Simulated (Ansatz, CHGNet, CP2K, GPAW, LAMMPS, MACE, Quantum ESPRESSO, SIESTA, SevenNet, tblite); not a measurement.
# tblite on glassy 62SiO2-21B2O3-8Na2O-8MgO (mol %) (80 atoms): settings against a plane-wave reference

Aim: run glassy 62SiO2-21B2O3-8Na2O-8MgO (mol %) (80 atoms) in tblite and see how near its forces come to a plane-wave reference, and at what cost.

Method: the method is named at each step, in tblite 0.8.0.

**1. The starting structure**

The cell holds 80 atoms: 15 Si, 10 B, 4 Na, 2 Mg and 49 O. Cell: a = 9.864 Å, b = 9.864 Å, c = 9.864 Å, α = 90.0°, β = 90.0°, γ = 90.0°. 80 atoms (15 Si, 10 B, 4 Na, 2 Mg, 49 O) placed at random at 2.23 g/cm³, melted at 3000 K for 20 ps at fixed volume with the Buckingham and Coulomb pair potential of Guillot and Sator (Geochim. Cosmochim. Acta 71, 1249 (2007)) with the boron terms of Wang et al. (J. Non-Cryst. Solids 498, 294 (2018)). Quenched from 3000 K to 300 K at 50 K/ps and fixed volume, held 10 ps at zero pressure, then minimised at fixed cell.

The yardstick, on the same geometry:

```
method                                           : Kohn-Sham DFT, PBE, SSSP efficiency 1.3.0 pseudopotentials, plane waves (Quantum ESPRESSO 7.5); sssp-pbe-1.3.0-efficiency, cutoffs 60/480 Ry, Γ point
r.m.s. force component                           : 0.8815 eV/Å
longest force                                    : 3.856 eV/Å
pressure                                         : 0.0683 GPa
gap (highest filled to lowest empty level) : 1.804 eV
time                                             : 1.8 min on 4 MPI ranks of Arm Neoverse V2, shared host
CPU time                                         : 7.4 min
```

**2. GFN1-xTB**

Method: GFN1-xTB tight binding, diagonalisation.

Input file run.py:

```python
import numpy as np
from ase.io import read
from tblite.ase import TBLite

atoms = read("structure.xyz")
atoms.calc = TBLite(method="GFN1-xTB", electronic_temperature=580, accuracy=1.0, max_iterations=250, mixer_damping=0.4, verbosity=1)
energy = atoms.get_potential_energy()
forces = atoms.get_forces()
print(f"energy {energy:.6f} eV")
print("forces (eV/A)")
for i, (a, f) in enumerate(zip(atoms, forces)):
    print(f"{i:4d} {a.symbol:2s} {f[0]:10.5f} {f[1]:10.5f} {f[2]:10.5f}")
stress = -atoms.get_stress(voigt=False) * 160.21766
print("stress (GPa, compression positive)")
for row in stress:
    print(" ".join(f"{x:10.4f}" for x in row))
print("charges (e)")
print(np.array2string(atoms.get_charges(), precision=4, suppress_small=True, max_line_width=110, threshold=100000))
```

Input file structure.xyz:

```xyz
80
Lattice="9.86421 0.00000 0.00000 0.00000 9.86421 0.00000 0.00000 0.00000 9.86421" Properties=species:S:1:pos:R:3 pbc="T T T"
Si 3.39112 0.37671 5.01418
Si 0.17203 0.48808 2.84790
Si 6.67886 3.24039 4.77724
Si 8.90620 6.42061 1.05784
Si 9.13002 4.41512 3.38688
Si 4.23964 5.30596 4.45369
Si 1.35426 5.63237 5.19341
Si 6.92468 0.46766 1.79578
Si 0.81242 1.45211 5.82304
Si 1.90951 5.45451 0.49282
Si 7.39510 8.59114 6.59186
Si 2.27173 6.89784 7.84165
Si 1.14681 2.80952 1.30385
Si 0.16069 9.07014 8.03124
Si 6.05258 5.89022 1.40289
B 3.67215 6.85355 1.99178
B 4.32230 9.55556 2.43044
B 4.86592 7.21399 6.53188
B 8.76672 3.50268 6.82761
B 1.64653 8.23178 4.00941
B 5.44948 3.19097 7.85507
B 8.60544 9.15576 0.29652
B 9.02990 3.54184 9.42999
B 5.85668 1.00171 6.14876
B 6.53898 3.18081 0.63871
Na 2.75488 3.53316 7.33167
Na 5.24332 0.22066 8.91172
Na 6.99402 5.63404 8.03529
Na 4.22750 2.73426 2.24657
Mg 6.01914 7.98764 3.96117
Mg 2.21037 8.87453 1.26203
O 2.79236 4.85003 5.13057
O 6.93109 0.27679 6.82554
O 1.29951 6.30964 6.66742
O 9.82899 2.69283 6.42969
O 8.49269 0.48009 2.34413
O 7.98863 3.50939 0.48640
O 5.00934 4.42952 7.41996
O 7.38642 6.23694 0.49153
O 2.35478 6.78529 1.33088
O 0.04577 4.78197 4.77951
O 0.26752 1.14662 4.32467
O 0.27995 3.47348 2.52129
O 7.57621 3.62155 6.11916
O 6.40207 6.42061 2.89011
O 9.16040 8.01694 0.87515
O 3.80305 5.76297 2.94674
O 3.90988 0.06767 1.10242
O 1.41403 8.13067 8.50768
O 0.57686 0.20754 6.84270
O 2.36998 8.94467 4.96663
O 2.48036 5.65032 8.85826
O 0.99204 8.93076 2.99517
O 1.46878 6.87200 4.15846
O 1.17177 1.24841 1.76806
O 9.45702 0.01716 9.33322
[... 20 atom lines left out ...]
O 8.70260 8.24352 7.52225
O 7.25838 9.46471 0.41479
O 4.77073 0.06274 5.80045
O 5.85549 4.28580 1.29645
```

Started as:

```
> OMP_NUM_THREADS=1 python run.py > output.txt
```

The program printed:

```text
------------------------------------------------------------
  cycle        total energy    energy error   density error
------------------------------------------------------------
      1     -261.9182499009  -2.6305907E+02   1.0364459E+00
      2     -271.8044072743  -9.8861574E+00   6.4872797E-01
      3     -275.9546042123  -4.1501969E+00   4.2936854E-01
      4     -279.1197993616  -3.1651951E+00   1.2224867E-01
      5     -279.3857235666  -2.6592421E-01   7.1805708E-02
      6     -279.5541316710  -1.6840810E-01   2.9531047E-02
      7     -279.5634146878  -9.2830169E-03   2.2514350E-02
      8     -279.5748255491  -1.1410861E-02   1.1735310E-02
      9     -279.5776639460  -2.8383969E-03   5.9942558E-03
     10     -279.5783114524  -6.4750638E-04   1.0095226E-03
     11     -279.5783195842  -8.1318370E-06   6.2372850E-04
     12     -279.5783320464  -1.2462131E-05   7.6911592E-05
     13     -279.5783322199  -1.7354142E-07   2.9378162E-05
     14     -279.5783322320  -1.2072690E-08   1.8284000E-05
------------------------------------------------------------
 total:                                   3.137 sec
energy -7607.713922 eV
forces (eV/A)
   0 Si    0.95434   -0.94656   -0.84813
   1 Si   -0.23437   -0.75138    0.45520
   2 Si   -0.10099   -1.68459    0.97884
   3 Si   -0.53996    0.29615   -0.84018
   4 Si    0.08038   -0.35181   -0.93705
   5 Si   -0.26782    0.80678   -1.25458
   6 Si    0.13177    0.47284   -0.24279
   7 Si   -1.16460    1.03482   -0.69215
   8 Si   -0.45111    0.99059    0.39582
   9 Si   -0.66982    0.74022    0.49220
  10 Si   -0.02350    0.52378   -2.80129
  11 Si    0.64820    0.09713   -0.94882
  12 Si   -1.25819    0.47363   -0.11054
  13 Si   -0.78982    0.33715    0.10587
  14 Si   -0.48388    0.16201    1.73472
  15 B     1.36575    1.11148    0.17090
  16 B    -1.20752   -0.93440   -1.19869
  17 B     0.93937    0.00023   -0.09518
  18 B    -1.08868   -0.27905    1.02477
  19 B     0.61399   -0.43083    1.21886
  20 B    -0.48780    2.44553   -0.17541
  21 B    -0.28410   -0.49932   -0.35037
  22 B    -2.53252   -1.03185    0.59142
  23 B     0.37687    1.01380    1.37726
[...]
72 O    -0.52988   -0.33194    0.63391
  73 O    -0.53907   -0.29923    1.21512
  74 O     0.26549   -0.01230   -1.13182
  75 O     0.17413    0.17569    0.83894
  76 O     0.46037   -0.19704    0.01322
  77 O     0.90688   -0.35036   -0.48014
  78 O    -1.54831   -0.09800   -0.18082
  79 O    -0.33629    0.08810    0.28739
stress (GPa, compression positive)
    3.3027     0.2661    -1.5786
    0.2661     3.9522    -0.0743
   -1.5786    -0.0743     5.8776
charges (e)
[ 0.4921  0.5319  0.5173  0.5211  0.5261  0.5244  0.5159  0.516   0.5182  0.5485  0.4408  0.5357  0.5407
  0.5115  0.4682  0.7072  0.6977  0.7195  0.7058  0.7109  0.6399  0.7271  0.7017  0.7117  0.712   0.2163
  0.2096  0.1979  0.2193  0.7762  0.7298 -0.2726 -0.3911 -0.2655 -0.317  -0.2483 -0.471  -0.6319 -0.2777
 -0.385  -0.2589 -0.2363 -0.2703 -0.3321 -0.4919 -0.3477 -0.3562 -0.577  -0.2699 -0.2336 -0.367  -0.2427
 -0.361  -0.3288 -0.2748 -0.3628 -0.5123 -0.3946 -0.3487 -0.247  -0.2381 -0.2937 -0.4391 -0.2665 -0.3495
 -0.3489 -0.23   -0.2086 -0.3303 -0.3623 -0.2969 -0.4984 -0.489  -0.5641 -0.4017 -0.3432 -0.267  -0.3542
 -0.3731 -0.3625]
```

Wall time 3.7 s (1 thread of Arm Neoverse V2, shared host); peak memory 0.11 GiB.

Banners, paths, timers and routine set-up lines are dropped from the logs unmarked, and long logs keep their key lines alone; longer cuts are marked.

Compared with the plane-wave run:

| Quantity | Value |
| --- | --- |
| r.m.s. force component | 0.7472 eV/Å |
| r.m.s. difference of force components | 524.1 meV/Å |
| longest difference of force vectors | 2561 meV/Å |
| force difference over r.m.s. force | 59.45 % |
| slope of forces against the reference's | 0.6826 |
| correlation of force components | 0.8052 |
| pressure | 4.378 GPa |
| pressure difference | 4.309 GPa |

Length of the force difference by element (eV/Å):

| element | atoms | mean | most |
| --- | --- | --- | --- |
| B | 10 | 0.92 | 1.7 |
| Mg | 2 | 0.28 | 0.29 |
| Na | 4 | 0.44 | 0.55 |
| O | 49 | 0.66 | 1.2 |
| Si | 15 | 1.3 | 2.6 |

A closer look about Mg31, one of the 2 Mg atoms: 13 atoms, nearest first, numbered in the order of the input, with positions taken from that point.

| atom | x | y | z | distance (Å) | bonds | Mulliken charge (e) | Fx | Fy | Fz (eV/Å) |
| --- | --- | --- | --- | --- | --- | --- | --- | --- | --- |
| Mg31 | 0.00 | 0.00 | 0.00 | 0.00 | 4 | 0.73 | 0.92 | 0.20 | -0.12 |
| O48 | 1.70 | 1.06 | -0.16 | 2.01 | 3 | -0.58 | -0.54 | 0.14 | -0.70 |
| O40 | 0.14 | -2.09 | 0.07 | 2.10 | 3 | -0.39 | -0.90 | -0.77 | -0.25 |
| O53 | -1.22 | 0.06 | 1.73 | 2.12 | 3 | -0.36 | -0.55 | -0.19 | -0.23 |
| O74 | 1.57 | -0.71 | 1.40 | 2.22 | 3 | -0.56 | -0.54 | -0.30 | 1.22 |
| B17 | 2.11 | 0.68 | 1.17 | 2.51 | 4 | 0.70 | -1.21 | -0.93 | -1.20 |
| O55 | -1.04 | 2.24 | 0.51 | 2.52 | 2 | -0.27 | 0.45 | 0.10 | -0.34 |
| B16 | 1.46 | -2.02 | 0.73 | 2.60 | 4 | 0.71 | 1.37 | 1.11 | 0.17 |
| O49 | -0.80 | -0.74 | -2.62 | 2.84 | 2 | -0.27 | 0.30 | 0.07 | -0.31 |
| B20 | -0.56 | -0.64 | 2.75 | 2.88 | 3 | 0.71 | 0.61 | -0.43 | 1.22 |
| Si2 | -2.04 | 1.48 | 1.59 | 2.98 | 4 | 0.53 | -0.23 | -0.75 | 0.46 |
| O46 | -2.91 | -0.86 | -0.39 | 3.06 | 2 | -0.35 | 0.05 | 0.27 | 0.21 |
| O58 | 1.52 | 1.58 | 2.17 | 3.09 | 3 | -0.39 | -0.23 | 0.94 | 0.70 |

Atoms are counted from 1 here, from 0 in the log.

Forces lie 59 % from the reference's, at 0.0084 times its CPU time (on 1 against 4 cores).

**3. Outcome**

- force difference from the reference: tblite GFN1-xTB, 59 %
- its CPU time: 3.7 s

Tight binding differs by 59 % (tblite GFN1-xTB); it is another model, with fitted parameters of its own, and the xTB methods hold dispersion. One electronic-structure run takes under half the reference's CPU time: tblite GFN1-xTB, at 59 % in 3.7 s against 7.4 min; its pressure misses by +4.3 GPa. Periodic xTB results under one method name differ between programs and library versions. The reference's pressure holds the uncorrected Pulay stress of its 60 Ry basis, so small pressure differences, and their order, may be the reference's own error. The quench rate of 50 K/ps is many orders above laboratory rates, so the cell is likely richer in defects and strain than a real sample. The network of bonds at the start is that of the classical potential that made the cell, and needn't be the one that DFT or experiment would give. The reference's stress is far from hydrostatic: its diagonal is -1.8, -0.2, 2.2 GPa, compression counted positive. The electronic-structure runs sample only Γ, in a cell whose shortest periodic width is 10 Å.

[Also dropped from logs without a mark: logging warnings of Python, and SIESTA's first energy breakdown and zero terms.]

[Logs are printed without paths, hosts, clocks, repeated set-up lines and the standing remarks that a program may print on its own settings, such as how far it seeks lower states.]

[Hosts, paths, dates, database ids (printed as entryN), source tags and the programs' standing remarks are cut or masked in the printed files.]
